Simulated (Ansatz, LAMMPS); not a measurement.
# Glassy 62P2O5-14Al2O3-24BaO (mol %) (160 atoms): support functions against a reference, part 2 of 3

Wanted: errors and times of a linear-scaling basis for glassy 62P2O5-14Al2O3-24BaO (mol %) (160 atoms). A setting counts as converged where the r.m.s. difference of forces stays under 1 % of the r.m.s. force.

Ansatz 0.2.0; Kohn-Sham DFT, PBE, PAW (set soft_2), plane waves.

The cell: 36 P, 8 Al, 7 Ba and 109 O. The quench rate of 300 K/ps is orders of magnitude faster than experiment. The starting topology of bonds comes from the classical model. The Brillouin zone is sampled at Γ only, in a cell whose shortest periodic width is 13 Å. The levels lack spin–orbit coupling.

So far. Step 4 (Support functions low): Forces differ from the reference by 1.5 meV/Å r.m.s., 0.098 % of their size, well within a tolerance of 1 %; the energy by -5.5 meV/atom and the gap by -0.0059 eV. It took 78 s and 14 cycles; the reference's time can't be set against it, since the two runs asked for unlike analyses. Step 5 (Support functions medium): Forces differ from the reference by 1.3 meV/Å r.m.s., 0.083 % of their size, well within a tolerance of 1 %; the energy by -5.5 meV/atom.

### 6. Support functions medium, spacing 0.33 Å

Level of this step: Kohn-Sham DFT, PBE, PAW (set soft_2), localised support functions (medium) (Ansatz).

The grid spacing sets how fine a wave the support functions can hold. Besides, the program derives a nominal cutoff of 464 eV for this run, against the reference's 420.

The input, input.yaml:

```yaml
crystal:
  lattice:
    - [13.24551, 0.0, 0.0]
    - [0.0, 13.24551, 0.0]
    - [0.0, 0.0, 13.24551]
  atoms:
    [... the 160 atom lines of step 3 ...]
kpoints:
  mp_grid: { grid: [1, 1, 1] }
hamiltonian:
  xc: pbe
scf:
  occupations: { method: fixed }
  eigensolver: { kind: { support_functions: { accuracy: medium, spacing: 0.33 } } }
  max_iter: 150
output:
  forces: true
  eigenvalues: true
```

Started as:

```sh
ansatz run input.yaml --threads 8 --pin off --max-ram 15872MiB --backend cpu --events-out ev --progress --plain --runs-dir out
```

Numbers of over 12 decimals in the logs are rounded to 6 here.

The program printed:

```text
[...]
Crystal: 160 atoms, lattice volume = 2323.839 Å³
Basis set: ecut = 464 eV, 52635 PW (Γ), exchange–correlation on 192×192×192 points (8 copies of the dense FFT grid, shifted against one another)
Bands: 557, of which v1, the nominal top of the filled ones, is band 464 counted from 1 (463 counted from 0)
Symmetry: 1 space group operations
k-points: 1
[...]
SCF iter   1: F=—  HF=-134996.658612 eV  |F-HF|=—  |Δ(HF+E_count)|=         —  Δρ=1.13e-1  dr2=3.40e2  ethr=1.00e-1
[...]
SCF iter  16: F=-135075.025964 eV  HF=-135075.025965 eV  |F-HF|=1.38e-6  |Δ(HF+E_count)|=   4.01e-3  Δρ=6.50e-6  dr2=2.65e-6  ethr=1.04e-9
SCF 1 converged in 16 iterations: F = -135075.105540 eV  dr2 = 2.65e-6
[...]
SCF converged after 16 iterations
[...]
Free energy (F): -135075.105540 eV
[...]
Internal energy: -135075.105540 eV  (E = F + TS)
E sigma→0 (E₀):  -135075.105540 eV
Fermi energy:    4.786812 eV
[...]
--- Forces (eV/Å), atoms counted from 1 ---
  atom   1  P     -0.70314379    -0.32228415     1.14161387
  atom   2  P     -0.44093465     2.69520615    -3.02349951
  atom   3  P     -1.66027088     0.30900013    -1.89184571
  atom   4  P      4.03211669     1.33292370    -0.29245436
  atom   5  P      2.88362216     0.16014301    -1.51331587
  atom   6  P     -1.31342396    -1.27660566     3.02400511
  atom   7  P      2.78004534     3.27731747    -1.13120587
  atom   8  P      0.43404337     3.34171256     3.82850147
  atom   9  P     -1.11145482    -2.17038017    -1.90307558
  atom  10  P     -4.02288152    -1.97589751    -2.46934068
  atom  11  P      2.00113978     4.13255839    -2.53767982
  atom  12  P     -1.93957638    -1.81711364    -1.93098300
  atom  13  P     -0.93917119     1.16335229     1.97114766
  atom  14  P     -0.82615450    -3.67817023     0.10704223
[...]
atom 159  O     -0.27108017    -1.52294963    -0.20598480
  atom 160  O     -2.77555372     4.59148382    -1.56112272
  max |Σ_I F_I| component: 4.41e-1 eV/Å
--- Band table (eV) ---
[...]
```

Wall time 53 s (8 threads of Intel Xeon Platinum 8488C (Sapphire Rapids), shared host); peak memory 3.6 GiB; 6.7 min of CPU time.

The program notes that the forces don't sum to zero within tolerance and the grid leaves an egg-box force.

Forces differ from the reference by 31 meV/Å r.m.s., 2.0 % of their size, over a tolerance of 1 %; the energy by -13 meV/atom. It took 53 s and 16 cycles; the reference's time can't be set against it, since the two runs asked for unlike analyses. The setting is coarser than the default on purpose.

### 7. Support functions medium, spacing 0.275 Å

The grid spacing sets how fine a wave the support functions can hold. Besides, the program derives a nominal cutoff of 464 eV for this run, against the reference's 420.

input.yaml, the sections that differ from step 6:

```yaml
scf:
  occupations: { method: fixed }
  eigensolver: { kind: { support_functions: { accuracy: medium, spacing: 0.275 } } }
  max_iter: 150
# crystal, kpoints, hamiltonian, output: as in step 6
```

The program printed:

```text
[...]
Crystal: 160 atoms, lattice volume = 2323.839 Å³
Basis set: ecut = 464 eV, 52635 PW (Γ), exchange–correlation on 192×192×192 points (8 copies of the dense FFT grid, shifted against one another)
Bands: 557, of which v1, the nominal top of the filled ones, is band 464 counted from 1 (463 counted from 0)
Symmetry: 1 space group operations
k-points: 1
[...]
SCF iter   1: F=—  HF=-134998.270683 eV  |F-HF|=—  |Δ(HF+E_count)|=         —  Δρ=1.13e-1  dr2=3.40e2  ethr=1.00e-1
[...]
SCF iter  16: F=-135074.625958 eV  HF=-135074.625960 eV  |F-HF|=1.56e-6  |Δ(HF+E_count)|=   3.77e-3  Δρ=6.43e-6  dr2=2.95e-6  ethr=1.09e-9
SCF 1 converged in 16 iterations: F = -135074.700475 eV  dr2 = 2.95e-6
[...]
SCF converged after 16 iterations
[...]
Free energy (F): -135074.700475 eV
[...]
Internal energy: -135074.700475 eV  (E = F + TS)
E sigma→0 (E₀):  -135074.700475 eV
Fermi energy:    4.785240 eV
[...]
--- Forces (eV/Å), atoms counted from 1 ---
  atom   1  P     -0.71163368    -0.32231245     1.14037906
  atom   2  P     -0.44116803     2.71026699    -2.99578930
  atom   3  P     -1.66698293     0.30404833    -1.91020126
  atom   4  P      4.05558929     1.34049504    -0.28932472
  atom   5  P      2.88084125     0.14910212    -1.51022532
  atom   6  P     -1.31283747    -1.27645886     3.02875981
  atom   7  P      2.77536654     3.28074078    -1.11638145
  atom   8  P      0.43683269     3.32073417     3.81965867
  atom   9  P     -1.10611691    -2.17109678    -1.90250227
  atom  10  P     -4.02372415    -1.96741587    -2.47199225
  atom  11  P      2.00820838     4.12418202    -2.55002899
  atom  12  P     -1.93843670    -1.81713483    -1.93922987
  atom  13  P     -0.93800497     1.17376334     1.96244913
  atom  14  P     -0.83071642    -3.66998982     0.11664415
[...]
atom 159  O     -0.21768509    -1.51465378    -0.19624860
  atom 160  O     -2.83420167     4.63276714    -1.62621472
  max |Σ_I F_I| component: 6.58e-2 eV/Å
--- Band table (eV) ---
[...]
```

Wall time 64 s (8 threads); peak memory 4 GiB; 8.1 min of CPU time.

Forces differ from the reference by 7.7 meV/Å r.m.s., 0.51 % of their size, within a tolerance of 1 %; the energy by -10 meV/atom. It took 64 s and 16 cycles; the reference's time can't be set against it, since the two runs asked for unlike analyses. The setting is coarser than the default on purpose.

### 8. Support functions medium, spacing 0.238 Å

The grid spacing sets how fine a wave the support functions can hold. Besides, the program derives a nominal cutoff of 464 eV for this run, against the reference's 420.

input.yaml, the sections that differ from step 7:

```yaml
scf:
  occupations: { method: fixed }
  eigensolver: { kind: { support_functions: { accuracy: medium, spacing: 0.238 } } }
  max_iter: 150
# crystal, kpoints, hamiltonian, output: as in step 7
```

The program printed:

```text
[...]
Crystal: 160 atoms, lattice volume = 2323.839 Å³
Basis set: ecut = 464 eV, 52635 PW (Γ), exchange–correlation on 192×192×192 points (8 copies of the dense FFT grid, shifted against one another)
Bands: 557, of which v1, the nominal top of the filled ones, is band 464 counted from 1 (463 counted from 0)
Symmetry: 1 space group operations
k-points: 1
[...]
SCF iter   1: F=—  HF=-134998.916568 eV  |F-HF|=—  |Δ(HF+E_count)|=         —  Δρ=1.13e-1  dr2=3.39e2  ethr=1.00e-1
[...]
SCF iter  16: F=-135074.239089 eV  HF=-135074.239091 eV  |F-HF|=1.71e-6  |Δ(HF+E_count)|=   4.80e-3  Δρ=6.43e-6  dr2=3.00e-6  ethr=1.06e-9
SCF 1 converged in 16 iterations: F = -135074.317572 eV  dr2 = 3.00e-6
[...]
SCF converged after 16 iterations
[...]
Free energy (F): -135074.317572 eV
[...]
Internal energy: -135074.317572 eV  (E = F + TS)
E sigma→0 (E₀):  -135074.317572 eV
Fermi energy:    4.785341 eV
[...]
--- Forces (eV/Å), atoms counted from 1 ---
  atom   1  P     -0.70924512    -0.32226086     1.14034119
  atom   2  P     -0.43963171     2.70857920    -2.99691267
  atom   3  P     -1.66611411     0.30401678    -1.90791959
  atom   4  P      4.05730044     1.33985706    -0.29292635
  atom   5  P      2.88166939     0.15072425    -1.50945903
  atom   6  P     -1.31081077    -1.27394849     3.02377391
  atom   7  P      2.77552617     3.27616430    -1.11715216
  atom   8  P      0.43429599     3.32511789     3.82299247
  atom   9  P     -1.10482416    -2.16995632    -1.90279826
  atom  10  P     -4.02222033    -1.96853328    -2.47286062
  atom  11  P      2.01052816     4.12428451    -2.54964848
  atom  12  P     -1.94078416    -1.81832888    -1.93641256
  atom  13  P     -0.93636076     1.17251705     1.96513566
  atom  14  P     -0.83406870    -3.67062902     0.11782051
[...]
atom 159  O     -0.23011677    -1.51743015    -0.20116321
  atom 160  O     -2.82357598     4.62859549    -1.61473068
  max |Σ_I F_I| component: 5.63e-2 eV/Å
--- Band table (eV) ---
[...]
```

The job ended after 68 s (8 threads; peak memory 4.4 GiB).

Forces differ from the reference by 1.9 meV/Å r.m.s., 0.12 % of their size, well within a tolerance of 1 %; the energy by -7.9 meV/atom. It took 68 s and 16 cycles; the reference's time can't be set against it, since the two runs asked for unlike analyses. The setting is coarser than the default on purpose.

### 9. Support functions medium, spacing 0.211 Å

The grid spacing sets how fine a wave the support functions can hold. Besides, the program derives a nominal cutoff of 464 eV for this run, against the reference's 420.

input.yaml, the sections that differ from step 8:

```yaml
scf:
  occupations: { method: fixed }
  eigensolver: { kind: { support_functions: { accuracy: medium, spacing: 0.211 } } }
  max_iter: 150
# crystal, kpoints, hamiltonian, output: as in step 8
```

The program printed:

```text
[...]
Crystal: 160 atoms, lattice volume = 2323.839 Å³
Basis set: ecut = 464 eV, 52635 PW (Γ), exchange–correlation on 192×192×192 points (8 copies of the dense FFT grid, shifted against one another)
Bands: 557, of which v1, the nominal top of the filled ones, is band 464 counted from 1 (463 counted from 0)
Symmetry: 1 space group operations
k-points: 1
[...]
SCF iter   1: F=—  HF=-134999.047893 eV  |F-HF|=—  |Δ(HF+E_count)|=         —  Δρ=1.13e-1  dr2=3.39e2  ethr=1.00e-1
[...]
SCF iter  16: F=—  HF=-135073.840655 eV  |F-HF|=—  |Δ(HF+E_count)|=   9.58e-7  Δρ=9.45e-6  dr2=3.22e-6  ethr=1.20e-9  κ⁻¹=2.8e-5(r=7)
SCF iter  17: F=-135073.840654 eV  HF=-135073.840655 eV  |F-HF|=2.35e-7  |Δ(HF+E_count)|=   9.07e-7  Δρ=3.08e-6  dr2=6.03e-7  ethr=3.47e-10
SCF 1 converged in 17 iterations: F = -135073.918817 eV  dr2 = 6.03e-7
[...]
SCF converged after 17 iterations
[...]
Free energy (F): -135073.918817 eV
[...]
Internal energy: -135073.918817 eV  (E = F + TS)
E sigma→0 (E₀):  -135073.918817 eV
Fermi energy:    4.784756 eV
[...]
Σ components = -135073.918817   (vs F -135073.918817, Δ=0.00e0)
--- Forces (eV/Å), atoms counted from 1 ---
  atom   1  P     -0.70824398    -0.32326079     1.13937742
  atom   2  P     -0.44078505     2.70983217    -2.99580269
  atom   3  P     -1.66577738     0.30488398    -1.90902395
  atom   4  P      4.05568702     1.34063050    -0.29338972
[...]
atom 160  O     -2.82253049     4.62489210    -1.61569893
  max |Σ_I F_I| component: 6.18e-3 eV/Å
--- Band table (eV) ---
[...]
```

Elapsed: 92 s, on 8 threads; peak memory 5.5 GiB.

Keys that differ from the reference: support_functions.accuracy = "medium", support_functions.spacing = 0.211 and scf.max_iter = 150.

Forces differ from the reference by 1.1 meV/Å r.m.s., 0.076 % of their size, well within a tolerance of 1 %; the energy by -5.4 meV/atom. It took 92 s and 17 cycles; the reference's time can't be set against it, since the two runs asked for unlike analyses.

### 10. Another try, on a changed input

The input is spoilt on purpose; the run shows how that looks.

This step: Kohn-Sham DFT, PBE, PAW (set soft_2), plane waves (Ansatz 0.2.0).

input.yaml, the sections that differ from step 9:

```yaml
scf:
  occupations: { method: methfessel_paxton, width: 1.0 }
  max_iter: 75
output:
  forces: true
# crystal, kpoints, hamiltonian: as in step 9
```

The program printed:

```text
band count auto-derived: 696 (N_el = 928.0; filled up to band 464; 624 by the electrons, moments and atoms)
[...]
Crystal: 160 atoms, lattice volume = 2323.839 Å³
Basis set: ecut = 420 eV, 45385 PW (Γ), exchange–correlation on 180×180×180 points (8 copies of the dense FFT grid, shifted against one another)
Bands: 696, of which v1, the nominal top of the filled ones, is band 464 counted from 1 (463 counted from 0)
Symmetry: 1 space group operations
[...]
k-points: 1
[...]
SCF iter   1: F=—  HF=-135072.253343 eV  |F-HF|=—  |Δ(HF+E_count)|=         —  Δρ=7.15e-3  dr2=2.33e0  ethr=1.77e-3  ⟨swp⟩=13.0  Hψ=5070  notcnv=0
[...]
SCF iter  71: F=-135071.828119 eV  HF=-135071.828120 eV  |F-HF|=4.70e-7  |Δ(HF+E_count)|=   1.35e-8  S|Δr|=    0.00e0  Δρ=5.68e-6  dr2=7.41e-7  ethr=1.08e-10  ⟨swp⟩=5.0  Hψ=1713  notcnv=0
SCF 1 converged in 71 iterations: F = -135071.828119 eV  dr2 = 7.41e-7
[...]
SCF converged after 71 iterations
[...]
Free energy (F): -135071.828119 eV
[...]
Internal energy: -135075.025205 eV  (E = F + TS)
E sigma→0 (E₀):  -135072.627391 eV
Entropy (-TS):   3.197086 eV (19.982 meV/atom)
Fermi energy:    4.458939 eV
Step filling:    the computed levels leave a gap of 1.9425 eV = 1.9 smearing widths at the electron count; against every level under it full and every level over it empty, smearing changes F+E_penalty+E_count by +1688.848 meV and its σ→0 estimate by +889.577 meV
[...]
--- Forces (eV/Å), atoms counted from 1 ---
  atom   1  P     -0.58564869    -0.35876227     0.66817220
  atom   2  P     -0.56452268     2.75903364    -2.89081647
  atom   3  P     -1.41572569     0.16936130    -1.72847056
  atom   4  P      4.12625184     1.18391022    -0.19095545
  atom   5  P      3.06039745     0.48740488    -1.50095696
  atom   6  P     -1.61911699    -1.73769298     3.47055140
  atom   7  P      3.09250082     3.32645406    -0.93076332
  atom   8  P      0.43376664     3.59279573     3.84776008
  atom   9  P     -0.97795203    -2.18206597    -1.81933428
  atom  10  P     -3.97320417    -1.63261797    -2.27941892
  atom  11  P      2.95877736     4.00347022    -3.03650239
  atom  12  P     -1.65939377    -1.58230509    -2.05524753
  atom  13  P     -1.18193992     1.38772816     2.08460296
  atom  14  P     -1.05600308    -3.41670407     0.18956965
[...]
atom 159  O     -0.44906258    -1.20189863     0.02474532
  atom 160  O     -2.62406177     3.91942682    -1.30952074
  max |Σ_I F_I| component: 1.36e-4 eV/Å
```

The job ended after 93 s (8 threads; peak memory 4.1 GiB).

The SCF closed, but on a changed input, so its numbers are not taken as the system's.

The fault in the input: a smearing of electronvolts (scf.occupations = {"method": "methfessel_paxton", "width": 1.0}). The fix is to set scf.occupations back to {"method": "fixed"}.

How far it lies from the reference, the plane-wave single point:

```
r.m.s. difference of force components : 228.4 meV/Å
longest difference of force vectors   : 1369 meV/Å
force difference over r.m.s. force    : 15.1 %
```

### 11. With scf.occupations.method = "tetrahedron_uncorrected"

Changed here: scf.occupations.method = "tetrahedron_uncorrected".

input.yaml, the sections that differ from step 10:

```yaml
scf:
  occupations: { method: tetrahedron_uncorrected }
output:
  forces: true
  stress: true
  populations: true
  dos:
    method: { smearing: { sigma: 0.1 } }
    de: 0.1
    projected: { site_lists: { Al: [Al], Ba: [Ba], O: [O], P: [P] } }
  eigenvalues: true
# crystal, kpoints, hamiltonian: as in step 10
```

The program printed:

```text
Warning: scf.occupations.method: one k-point leaves the tetrahedra no width, so the bands are filled by fermi_dirac at 0.0002 eV. In a gap the Fermi level, from which typed energy windows count, stands in the middle, and a product that sums over its own mesh keeps the tetrahedra and counts from the valence top. [...]
[...]
Crystal: 160 atoms, lattice volume = 2323.839 Å³
Basis set: ecut = 420 eV, 45385 PW (Γ), exchange–correlation on 180×180×180 points (8 copies of the dense FFT grid, shifted against one another)
Bands: 624, of which v1, the nominal top of the filled ones, is band 464 counted from 1 (463 counted from 0)
Symmetry: 1 space group operations
[...]
k-points: 1
[...]
SCF iter   1: F=—  HF=-135073.358610 eV  |F-HF|=—  |Δ(HF+E_count)|=         —  Δρ=4.48e-3  dr2=9.74e-1  ethr=1.77e-3  ⟨swp⟩=8.0  Hψ=3522  notcnv=0  defer=139
[...]
SCF iter  10: F=—  HF=-135073.058573 eV  |F-HF|=—  |Δ(HF+E_count)|=   1.63e-7  Δρ=2.99e-6  dr2=1.76e-7  ethr=6.19e-11  ⟨swp⟩=3.0  Hψ=954  notcnv=0  defer=156
SCF iter  11: F=-135073.058573 eV  HF=-135073.058573 eV  |F-HF|=1.05e-8  |Δ(HF+E_count)|=   1.19e-8  Δρ=6.79e-7  dr2=1.02e-8  ethr=1.08e-11  ⟨swp⟩=28.0  Hψ=5503  notcnv=0
SCF 1 converged in 11 iterations: F = -135073.058573 eV  dr2 = 1.02e-8
[...]
SCF converged after 11 iterations
Free energy (F): -135073.058573 eV
[...]
Internal energy: -135073.058573 eV  (E = F + TS)
E sigma→0 (E₀):  -135073.058573 eV
Fermi energy:    5.403646 eV
[...]
Σ components = -135073.058573   (vs F -135073.058573, Δ=0.00e0)
--- Forces (eV/Å), atoms counted from 1 ---
  atom   1  P     -0.70756988    -0.32304096     1.13744965
  atom   2  P     -0.44116449     2.70957578    -2.99631676
  atom   3  P     -1.66564027     0.30528367    -1.90860676
  atom   4  P      4.05538117     1.34082823    -0.29242220
[...]
atom 160  O     -2.82110402     4.62230023    -1.61452145
  max |Σ_I F_I| component: 1.82e-4 eV/Å
--- Stress (GPa, compression-positive) ---
        2.760230      -0.694385       0.299782
       -0.694390       2.706127      -0.846077
        0.299786      -0.846075       1.774595
  P = ⅓ Tr σ = 2.4137 GPa (24.137 kbar)
--- Band table (eV) ---
[...]
--- Löwdin populations: 160 sites ---
  site symbol       q [e]
     0      P      2.6864
     1      P      2.7834
     2      P      2.7358
[...]
159      O      6.8479
  spilling = 0.017001 (of n_electrons = 928.000000)
```

The job ended after 27 s (8 threads; peak memory 3.9 GiB).

Notices of the run: tetrahedra set aside.

The program set the tetrahedra aside and kept another filling, so they aren't tested. Forces differ from the reference by 0.002 meV/Å r.m.s., 1.0e-4 % of their size.

### 12. What each setting buys

Differences are against the plane-wave reference (Kohn-Sham DFT, PBE, PAW (set soft_2), plane waves), whose r.m.s. force component is 1.51 eV/Å. Energies are set beside the reference only for runs with its functional, potentials and electron count. Times are for 8 threads of Intel Xeon Platinum 8488C (Sapphire Rapids), shared host. The reference's time includes the DOS, the stress and grids, which some other runs skip.

```csv
run,"Δ force, r.m.s. (meV/Å)",share of r.m.s. force (%),Δ energy (meV/atom),Δ pressure (GPa),Δ gap (eV),cycles,time,host memory (GiB)
reference,-,-,-,-,-,11,29 s,3.9
support functions low,1.48,0.0975,-5.50,-,-0.0059,14,78 s,5.5
support functions medium,1.25,0.0827,-5.54,-,-0.0031,16,2.1 min,8.1
"support functions medium, spacing 0.33 Å",30.6,2.02,-12.8,-,-0.0035,16,53 s,3.6
"support functions medium, spacing 0.275 Å",7.72,0.510,-10.3,-,-0.0021,16,64 s,4.0
"support functions medium, spacing 0.238 Å",1.86,0.123,-7.87,-,-0.0025,16,68 s,4.4
"support functions medium, spacing 0.211 Å",1.14,0.0757,-5.38,-,-0.002,17,92 s,5.5
scf.occupations.method = "tetrahedron_uncorrected",0.002,1.0e-4,0,0,0,11,27 s,3.9
```

[end of part 2 of 3]

[Logs are printed without paths, hosts, clocks, repeated set-up lines and the standing remarks that a program may print on its own settings, such as how far it seeks lower states.]

[Hosts, paths, dates, database ids (printed as entryN), source tags and the programs' standing remarks are cut or masked in the printed files.]
